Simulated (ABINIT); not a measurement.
An input for ABINIT 10.8.3 (Ca2H3Br (P-3m1)):

```
acell 3*1.0 Angstrom
rprim 
  3.902939985722 0.000000000020 0.000000000000
  -1.951469992878 3.380045177071 0.000000000000
  0.000000000000 0.000000000000 6.853533590000
ntypat 3
znucl 20 1 35
natom 6
typat 1 1 2 2 2 3
xred 
  0.666666666667 0.333333333333 0.185756080000
  0.333333333333 0.666666666667 0.814243920000
  0.666666666667 0.333333333333 0.850475830000
  0.333333333333 0.666666666667 0.149524170000
  0.000000000000 0.000000000000 0.000000000000
  0.000000000000 0.000000000000 0.500000000000
pp_dirpath "pseudos"
pseudos "Ca.upf, H.upf, Br.upf"
ecut 32
nspinor 2
ngkpt 6 6 4
nshiftk 1
shiftk 0 0 0
kptopt 1
chksymbreak 0
nband 44
occopt 1
tolvrs 1e-10
nstep 60
prtwf 0
optforces 0
optstress 0
indata_prefix "in"
outdata_prefix "out"
tmpdata_prefix "tmp"
```

```sh
OMP_NUM_THREADS=1 mpirun -n 8 abinit run.abi > log
```

Estimate wall time and host memory on 8 MPI ranks of Arm Neoverse N1, shared host.

It took 3.4 min; on shared hardware allow 1.7 min to 6.9 min. Peak host memory was 0.91 GiB.

[Paths, hosts, dates, memory and timing lines, banners, echoed tables and standing remarks are left out of the program output.]

[Logs are printed without paths, hosts, clocks, repeated set-up lines and the standing remarks that a program may print on its own settings, such as how far it seeks lower states.]

[Runs of the session that timed out or met a known fault of the program may be left out.]

[Hosts, paths, dates, database ids (printed as entryN), source tags and the programs' standing remarks are cut or masked in the printed files.]

[G0W0 gaps are taken among the corrected bands and points alone; a level outside them can change the order at an edge.]

[Where Ansatz stands beside ABINIT at settings called matched, ABINIT's density can come from a denser mesh and the files from another edition; pairs whose starting gaps differed by over 0.03 eV were left out, so agreement reads better than it is.]
